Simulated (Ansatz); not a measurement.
# Al2O2 monolayer in a perpendicular field, part 2 of 3

Wanted: the out-of-plane response of the Al2O2 monolayer. A positive field points along +c.

Ansatz 0.2.0; plane-wave DFT, PBE-D3(BJ), Ansatz PAW.

So far. Step 2 (Relaxation): The lattice constant a goes from 2.964 to 2.952 Å.

## 3. Atoms held, field 0

A sawtooth potential applies the field, turning back in the middle of the vacuum. With the dipole correction the typed value is the field outside the slab. The induced dipole is small, so the SCF threshold is tight.

The cell differs from the one that the last finished run ended in (c 31.942 → 21.940 Å).

input.yaml reads:

```yaml
crystal:
  lattice:
    - [2.9521817129, 0.0, 0.0]
    - [-1.4760908564, 2.5566643599, 0.0]
    - [0.0, 0.0, 21.940141493]
  atoms:
    - { symbol: O, position: [0.3333333333, 0.6666666667, 0.4102070173] }
    - { symbol: Al, position: [0.0, 0.0, 0.440581939] }
    - { symbol: Al, position: [0.0, 0.0, 0.559418061] }
    - { symbol: O, position: [0.3333333333, 0.6666666667, 0.5897929827] }
kpoints:
  mp_grid: { grid: [18, 18, 1] }
  band_path:
    path: [[0, 0, 0], [0.5, 0, 0], [0.33333333, 0.33333333, 0], [0, 0, 0]]
    npoints: 16
hamiltonian:
  xc: pbe
  dispersion: d3bj
scf:
  occupations: { method: fermi_dirac, width: 0.02585 }
  convergence: { dr2_threshold: 1.0e-10 }
efield:
  axis: 3
  dipole_correction: true
  ramp_position: 0.97
  ramp_width: 0.06
  amplitude: 0
output:
  dos: { projected: true, e_range: [-6, 5] }
  bader: true
  write_potential: true
  write_density: true
  volumetric_format: npy
  elf: true
```

The run is started by

```bash
$ ansatz run input.yaml --threads 2 --pin off --max-ram 3072MiB --backend cpu --events-out ev --progress --plain --runs-dir out
```

Numbers of over 12 decimals in the logs are rounded to 6 here.

Output:

```text
[...]
Crystal: 4 atoms, lattice volume = 165.598 Å³
Basis set: ecut = 420 eV, 3169 PW (Γ)
Bands: 13, of which v1, the nominal top of the filled ones, is band 9 counted from 1 (8 counted from 0)
Symmetry: 6 space group operations
k-points: 37 of 324 (time reversal used)
[...]
SCF iter   1: F=—  HF=-2214.522471 eV  |F-HF|=—  |Δ(HF+E_count)|=         —  Δρ=4.59e-3  dr2=7.72e-2  ethr=1.77e-3  p=0.000 e·Å  D=4.80e-14 V/Å  ΔV_dip=-0.00 eV  dr2_dipole=4.05e-9  V_vac-E_F(+/−)=5.13/5.13 eV  ⟨swp⟩=9.7  Hψ=4030  notcnv=0
efield: sawtooth ramp at fractional position 0.9700 (set: `efield.ramp_position`, or a place that a band, a saddle search or an elastic batch's reference lends), width 0.0600; the density the first Hamiltonian is built on has a dipole p = 0.000 e·Å; the dipole correction subtracts the counter field D = 4.80e-14 V/Å, which shifts the + side's vacuum level by -0.00 eV against the − side's; the planar-averaged density in the ramp window peaks in size at 3.4e-6 e/Å³
[...]
SCF iter   2: F=—  HF=-2214.510448 eV  |F-HF|=—  |Δ(HF+E_count)|=   1.20e-2  Δρ=4.11e-3  dr2=3.46e-2  ethr=4.29e-4  p=0.000 e·Å  D=4.71e-5 V/Å  ΔV_dip=-0.00 eV  dr2_dipole=2.75e-8  V_vac-E_F(+/−)=4.28/4.28 eV  ⟨swp⟩=3.0  Hψ=1280  notcnv=0
[...]
SCF iter  10: F=-2214.502153 eV  HF=-2214.502153 eV  |F-HF|=8.64e-12  |Δ(HF+E_count)|=  1.81e-10  Δρ=1.37e-7  dr2=1.83e-11  ethr=1.00e-12  p=-0.000 e·Å  D=-9.32e-8 V/Å  ΔV_dip=0.00 eV  dr2_dipole=1.68e-13  V_vac-E_F(+/−)=4.31/4.31 eV  ⟨swp⟩=2.6  Hψ=1804  notcnv=0
SCF 1 converged in 10 iterations: F = -2214.502153 eV  dr2 = 1.83e-11
[...]
NSCF: frozen V_eff on 49 k-points
efield: sawtooth ramp at fractional position 0.9700 (kept from the solve that this one continues, or follows in the run), width 0.0600; the density the first Hamiltonian is built on has a dipole p = -0.000 e·Å; the dipole correction subtracts the counter field D = -9.32e-8 V/Å, which shifts the + side's vacuum level by +0.00 eV against the − side's; the planar-averaged density in the ramp window peaks in size at 3.8e-6 e/Å³
[...]
SCF converged after 10 iterations
Free energy (F): -2214.502153 eV
[...]
Internal energy: -2214.502153 eV  (E = F + TS)
E sigma→0 (E₀):  -2214.502153 eV
Fermi energy:    -0.752514 eV
Dipole field:    D = 0.000001 V/Å  (p = 0.000000 e·Å, saw-weighted, corrected)
Work function:   Φ+ = 4.3122 eV   Φ− = 4.3121 eV
Levels:          The Fermi level and band energies are counted from a zero that moves with the ramp; work functions are not
[...]
--- Band table (eV; the first three rows and the last of 37) ---
  k-point 0: bands = [... 5 lower, -5.9287, -5.9082, -5.9082, -3.8228, 0.3803, 2.5273, 3.4003, 3.5468]
  k-point 1: bands = [... 5 lower, -6.0560, -5.9510, -5.9300, -3.7440, 0.5346, 2.6154, 3.4626, 3.6273]
  k-point 2: bands = [... 5 lower, -6.4318, -6.0141, -5.9917, -3.5604, 0.9458, 2.8575, 3.6439, 3.8621]
  k-point 36: bands = [... 5 lower, -8.4340, -5.9652, -5.5112, -1.3838, 0.0752, 2.9970, 4.4334, 7.0160]
--- Bader charges: 4 sites ---
  site symbol  charge [e]  shift [e] shared [e]
     0      O     -1.7456     0.0015    -1.7550
     1     Al      2.0581     0.0008     1.7550
     2     Al      2.0580     0.0008     1.7550
     3      O     -1.7456     0.0015    -1.7550
  maxima off the nuclei: 2, with 0.6248 electrons
  on the straight line to a nucleus their density falls by 3.8e-4 of itself; PAW files or a low cutoff
  can make one that falls by little (a run on other files and one at a higher cutoff tell): if they did, read the shared
  charge, to which what the maxima have on the atom's side is counted
  estimated error of the sums over rays = 5.5e-4 e
```

Wall time 51 s (2 threads of Arm Neoverse N1, shared host); peak memory 0.38 GiB; 99 s of CPU time.

Reading the cycles: dr2 is the Hartree energy of the density residual (eV), the measure of convergence; HF is the Harris–Foulkes estimate of the energy, which meets the free energy F at convergence.

Numbers from this step:

| Property | Result |
| --- | --- |
| gap on the k-mesh | 1.274 eV |
| dipole along the normal | 4.69e-7 e·Å |
| gap along the path | 1.274 eV |
| smallest direct gap along the path | 1.459 eV |
| ionisation energy, upper face | 4.943 eV |
| electron affinity, upper face | 3.669 eV |
| gap, the smaller of path and mesh | 1.274 eV |

Running mean over a fixed 2.8 Å (it still follows the layers) of the planar mean; the ramp of the sawtooth is left out. Electron's electrostatic potential energy less the Fermi level against z:

z (Å), electron's electrostatic potential energy less the Fermi level (eV) and a bar from the least value:
```
     2.93       4.31 ##############################
     3.36       4.31 ##############################
     3.80       4.31 ##############################
     4.24       4.31 ##############################
     4.68       4.31 ##############################
     5.12       4.31 ##############################
     5.56       4.31 ##############################
     6.00       4.30 ##############################
     6.44       4.26 ##############################
     6.87       4.08 #############################
     7.31       3.11 ##########################
     7.75       0.70 ###################
     8.19      -1.89 ############
     8.63      -3.82 ######
     9.07      -5.31 ##
     9.51      -5.90 
     9.95      -5.89 
    10.38      -5.15 ##
    10.82      -4.25 #####
    11.12      -4.25 #####
    11.56      -5.15 ##
    11.99      -5.89 
    12.43      -5.90 
    12.87      -5.31 ##
    13.31      -3.82 ######
    13.75      -1.89 ############
    14.19       0.70 ###################
    14.63       3.11 ##########################
    15.07       4.08 #############################
    15.50       4.26 ##############################
    15.94       4.30 ##############################
    16.38       4.31 ##############################
    16.82       4.31 ##############################
    17.26       4.31 ##############################
    17.70       4.31 ##############################
    18.14       4.31 ##############################
    18.58       4.31 ##############################
    19.01       4.31 ##############################
```

The density of states has structure finer than the step of the table below, so its rows give means over 0.25 eV, whole bins alone (the curve runs from -6 to 2.63 eV). Peaks (eV: height): -5.750: 7.36, -5.450: 6.37, -4.900: 5.03, -1.510: 1.99, 1.000: 1.85.

The density of states by energy, zero at the Fermi level of the run, which the smearing sets inside the gap; means over each step:

energy (eV), density of states (states/eV a cell) and a bar:
```
    -5.75       6.31 ##############################
    -5.50       5.35 #########################
    -5.25       3.99 ###################
    -5.00       2.79 #############
    -4.75       1.16 ######
    -4.50       0.00 
    -4.25       0.00 
    -4.00       0.00 
    -3.75       0.00 
    -3.50       0.00 
    -3.25       0.00 
    -3.00       0.23 #
    -2.75       0.48 ##
    -2.50       0.69 ###
    -2.25       0.93 ####
    -2.00       1.16 ######
    -1.75       1.35 ######
    -1.50       1.55 #######
    -1.25       0.81 ####
    -1.00       0.48 ##
    -0.75       0.26 #
    -0.50       0.00 
    -0.25       0.00 
     0.00       0.00 
     0.25       0.00 
     0.50       0.00 
     0.75       0.43 ##
     1.00       1.07 #####
     1.25       0.84 ####
     1.50       0.69 ###
     1.75       0.63 ###
     2.00       0.59 ###
     2.25       0.58 ###
     2.50       0.57 ###
```

Projected DOS per atom over height of the atomic layer and energy from the Fermi level. Layers: O Al Al O from below.

Values in states/eV, 22 rows by 4 columns, each cell a mean:
```
0.06 0.19 0.19 0.06
0.06 0.20 0.20 0.06
0.07 0.22 0.22 0.07
0.09 0.27 0.27 0.09
0.10 0.26 0.26 0.10
0.00 0.00 0.00 0.00
0.00 0.00 0.00 0.00
0.00 0.00 0.00 0.00
0.01 0.08 0.08 0.01
0.05 0.24 0.24 0.05
0.17 0.53 0.53 0.17
0.27 0.33 0.33 0.27
0.26 0.17 0.17 0.26
0.18 0.09 0.09 0.18
0.05 0.02 0.02 0.05
0.00 0.00 0.00 0.00
0.00 0.00 0.00 0.00
0.00 0.00 0.00 0.00
0.21 0.01 0.01 0.21
1.36 0.07 0.07 1.36
2.30 0.22 0.22 2.30
2.41 0.33 0.33 2.41
```
Columns: height of the atomic layer (Å) from 9 to 12.9 (not evenly spaced); rows upwards: energy from the Fermi level (eV) from -5.96 to 2.59.

Electronic bands along the path, in eV, zero at the Fermi level of the run, which the smearing sets inside the gap:

```csv
point,band 6,band 7,band 8,band 9,band 10,band 11,band 12,band 13
Γ,-5.18,-5.16,-5.16,-3.07,1.13,3.28,4.15,4.30
halfway,-5.53,-5.53,-5.50,-2.27,3.13,4.03,5.20,5.22
M,-5.81,-5.54,-4.91,-1.50,0.64,3.91,6.47,6.51
halfway,-6.53,-5.39,-4.84,-1.19,0.92,4.57,5.18,7.07
K,-7.68,-5.21,-4.76,-0.63,0.83,3.75,5.19,7.77
halfway,-5.88,-5.83,-5.38,-2.09,3.65,4.20,5.03,5.47
Γ,-5.18,-5.16,-5.16,-3.07,1.13,3.28,4.15,4.30
```

Valence density in the ca plane at fractional y = 0.667, with atoms of O within 0.2 Å of it. It is the smooth field of the valence electrons, not physical close to the nuclei.

Ten steps, logarithmic in the rise over the least value, from '0' (0.0 e/Å³) to '9' (6.5 e/Å³), each cell a mean:
```
00000000000000000001223222222222221000000000
00000000000000000001122222222222221000000000
00000000000000000002344332222234442100000000
00000000000000000013677532112246774200000000
00000000000000000025899742111358996310000000
00000000000000000025899742111358996310000000
00000000000000000013687532112347875200000000
00000000000000000002344432222234542100000000
```
Columns run along c (16.0 Å, from fractional 0.06 to 0.79 of the cell), rows up along a (3.0 Å). Atoms in or near the plane, at fractional coordinates: O at (0.41, 0.33), O at (0.59, 0.33).

Electrostatic potential energy in the ca plane at fractional y = 0.667, with atoms of O within 0.2 Å of it. With pseudopotentials it is smooth inside the atoms' cores, unlike the true potential.

Values in eV, 5 rows by 16 columns, each cell a mean:
```
  4   4   4   4   4   4   3  -1 -13  -3  -6 -12   0   3   4   4
  4   4   4   4   4   4   3  -1  -9  -2  -4  -8   1   3   4   4
  4   4   4   4   4   4   4 -19 -17   1   0 -23 -12   4   4   4
  4   4   4   4   4   4   4 -25 -21   1   0 -28 -16   4   4   4
  4   4   4   4   4   4   3  -4  -8  -1  -2 -10  -1   4   4   4
```
Columns run along c (16.0 Å, from fractional 0.06 to 0.79 of the cell; values clipped at the 3rd and 97th percentile), rows up along a (3.0 Å). Atoms in or near the plane, at fractional coordinates: O at (0.41, 0.33), O at (0.59, 0.33).

ELF in the ca plane at fractional y = 0.667, with atoms of O within 0.2 Å of it. It is the smooth field of the valence electrons, not physical close to the nuclei.

Ten even steps from '0' (0.00) to '9' (0.84), each cell a mean:
```
00000000000000000000122225897312221000000000
00000000000000000000122126997312211000000000
00000000000000000024677533664347775310000000
00000000000000000257999842222369998631000000
00000000000000001369967851001378589852000000
00000000000000001379956851001378589852000000
00000000000000000258999842221379999631000000
00000000000000000024788633564347876310000000
```
Columns run along c (16.0 Å, from fractional 0.06 to 0.79 of the cell), rows up along a (3.0 Å). Atoms in or near the plane, at fractional coordinates: O at (0.41, 0.33), O at (0.59, 0.33).

The gap is 1.27 eV, with the valence edge 4.94 eV and the conduction edge 3.67 eV under the upper vacuum level.

## 4. Single point, field 0.1 V/Å

input.yaml, as its differences from that of step 3:

```diff
@@ -26,6 +26,4 @@
   ramp_width: 0.06
-  amplitude: 0
+  amplitude: 0.1
 output:
-  dos: { projected: true, e_range: [-6, 5] }
-  bader: true
   write_potential: true
@@ -33,2 +31 @@
   volumetric_format: npy
-  elf: true
```

Output:

```text
[...]
Crystal: 4 atoms, lattice volume = 165.598 Å³
Basis set: ecut = 420 eV, 3169 PW (Γ)
Bands: 13, of which v1, the nominal top of the filled ones, is band 9 counted from 1 (8 counted from 0)
Symmetry: 6 space group operations
k-points: 37 of 324 (time reversal used)
[...]
--- Band table (eV; the first three rows and the last of 37) ---
  k-point 0: bands = [... 5 lower, -5.9527, -5.8850, -5.8850, -3.8231, 0.3785, 2.4976, 3.1802, 3.6642]
  k-point 1: bands = [... 5 lower, -6.0346, -5.9747, -5.9069, -3.7443, 0.5327, 2.5832, 3.2571, 3.7284]
  k-point 2: bands = [... 5 lower, -6.4116, -6.0374, -5.9691, -3.5606, 0.9436, 2.8192, 3.4790, 3.9176]
  k-point 36: bands = [... 5 lower, -8.4285, -5.9683, -5.5089, -1.3841, 0.0748, 2.9967, 4.4331, 7.0146]
[key lines of the parts left out:]
SCF converged after 13 iterations
Free energy (F): -2214.503148 eV
Fermi energy:    -0.752903 eV
Dipole field:    D = 0.021752 V/Å  (p = 0.019907 e·Å, saw-weighted, corrected)
```

Elapsed: 20 s, on 2 threads; peak memory 0.36 GiB.

The dipole is 0.0199 e·Å, and the gap 1.274 eV.

## 5. Atoms held, field -0.1 V/Å

input.yaml, as its differences from that of step 4:

```diff
@@ -26,3 +26,3 @@
   ramp_width: 0.06
-  amplitude: 0.1
+  amplitude: -0.1
 output:
```

Output:

```text
[...]
Crystal: 4 atoms, lattice volume = 165.598 Å³
Basis set: ecut = 420 eV, 3169 PW (Γ)
Bands: 13, of which v1, the nominal top of the filled ones, is band 9 counted from 1 (8 counted from 0)
Symmetry: 6 space group operations
k-points: 37 of 324 (time reversal used)
[...]
--- Band table (eV; the first three rows and the last of 37) ---
  k-point 0: bands = [... 5 lower, -5.9527, -5.8850, -5.8850, -3.8231, 0.3785, 2.4976, 3.1802, 3.6642]
  k-point 1: bands = [... 5 lower, -6.0346, -5.9747, -5.9069, -3.7443, 0.5327, 2.5832, 3.2571, 3.7284]
  k-point 2: bands = [... 5 lower, -6.4116, -6.0374, -5.9691, -3.5606, 0.9436, 2.8192, 3.4790, 3.9176]
  k-point 36: bands = [... 5 lower, -8.4285, -5.9683, -5.5089, -1.3841, 0.0748, 2.9967, 4.4331, 7.0146]
[key lines of the parts left out:]
SCF converged after 13 iterations
Free energy (F): -2214.503148 eV
Fermi energy:    -0.752903 eV
Dipole field:    D = -0.021752 V/Å  (p = -0.019906 e·Å, saw-weighted, corrected)
```

Wall time 20 s (2 threads); peak memory 0.36 GiB; 38 s of CPU time.

The dipole is -0.0199 e·Å, and the gap 1.274 eV.

## 6. Single point, field 0.5 V/Å

input.yaml, as its differences from that of step 5:

```diff
@@ -26,3 +26,3 @@
   ramp_width: 0.06
-  amplitude: -0.1
+  amplitude: 0.5
 output:
```

Output:

```text
[...]
Crystal: 4 atoms, lattice volume = 165.598 Å³
Basis set: ecut = 420 eV, 3169 PW (Γ)
Bands: 13, of which v1, the nominal top of the filled ones, is band 9 counted from 1 (8 counted from 0)
Symmetry: 6 space group operations
k-points: 37 of 324 (time reversal used)
[...]
--- Band table (eV; the first three rows and the last of 37) ---
  k-point 0: bands = [... 5 lower, -6.0883, -5.7656, -5.7656, -3.8291, 0.3298, 1.5391, 2.5131, 3.3093]
  k-point 1: bands = [... 5 lower, -6.1104, -5.9149, -5.7876, -3.7503, 0.4803, 1.6119, 2.5951, 3.4012]
  k-point 2: bands = [... 5 lower, -6.2886, -6.1730, -5.8499, -3.5667, 0.8801, 1.8294, 2.8226, 3.6608]
  k-point 36: bands = [... 5 lower, -8.3463, -6.0345, -5.4594, -1.3925, 0.0655, 2.9877, 4.4256, 6.9206]
[key lines of the parts left out:]
SCF converged after 13 iterations
Free energy (F): -2214.527047 eV
Fermi energy:    -0.762056 eV
Dipole field:    D = 0.108874 V/Å  (p = 0.099637 e·Å, saw-weighted, corrected)
```

Elapsed: 20 s, on 2 threads; peak memory 0.36 GiB.

The dipole is 0.0996 e·Å, and the gap 1.272 eV.

## 7. Single point, field -0.3 V/Å

input.yaml, as its differences from that of step 6:

```diff
@@ -26,4 +26,6 @@
   ramp_width: 0.06
-  amplitude: 0.5
+  amplitude: -0.3
 output:
+  dos: { projected: true, e_range: [-6, 5] }
+  bader: true
   write_potential: true
@@ -31 +33,2 @@
   volumetric_format: npy
+  elf: true
```

Output:

```text
[...]
Crystal: 4 atoms, lattice volume = 165.598 Å³
Basis set: ecut = 420 eV, 3169 PW (Γ)
Bands: 13, of which v1, the nominal top of the filled ones, is band 9 counted from 1 (8 counted from 0)
Symmetry: 6 space group operations
k-points: 37 of 324 (time reversal used)
[...]
--- Bader charges: 4 sites ---
  site symbol  charge [e]  shift [e] shared [e]
     0      O     -1.7398     0.0015    -1.7451
     1     Al      2.0927     0.0009     1.9213
     2     Al      1.6903     0.0011     1.5778
     3      O     -1.7515     0.0015    -1.7540
  maxima off the nuclei: 1, with 0.2917 electrons
[...]
charge, to which what the maxima have on the atom's side is counted
  estimated error of the sums over rays = 6.2e-4 e
[key lines of the parts left out:]
SCF converged after 13 iterations
Free energy (F): -2214.511112 eV
Fermi energy:    -0.755924 eV
Dipole field:    D = -0.065276 V/Å  (p = -0.059738 e·Å, saw-weighted, corrected)
```

The job ended after 54 s (2 threads; peak memory 0.37 GiB).

The dipole is -0.0597 e·Å, and the gap 1.273 eV.

## 8. Response, atoms held

This step: plane-wave DFT, PBE-D3(BJ), Ansatz PAW; response to a field along the normal, atoms held (Ansatz 0.2.0).

The dipoles give the slope, and the difference of two potentials shows where the field is screened.

This step gave:

```yaml
equivalent_conductor_thickness_p_eps_0ae: 4.772 Å
distance_between_the_outer_atoms: 3.940 Å
```

The dipole of the cell by applied field:

```csv
applied field (V/Å),dipole of the cell (e·Å)
-0.300,-0.0597
-0.100,-0.0199
0.000,4.7e-7
0.100,0.0199
0.500,0.0996
```

(Part 2 of 3 ends here.)

[Logs are printed without paths, hosts, clocks, repeated set-up lines and the standing remarks that a program may print on its own settings, such as how far it seeks lower states.]

[Hosts, paths, dates, database ids (printed as entryN), source tags and the programs' standing remarks are cut or masked in the printed files.]

[Maps of the electrostatic potential energy from Ansatz leave out the sawtooth potential of an applied field or a dipole correction, so their vacuum need not be flat; planar profiles and work functions include it.]

[The density of states shown here was stored with 400 of the rows of the run's finer table, so its peaks can read low, often by over a quarter, or be missed, and its means over a window can be off by a tenth or more.]
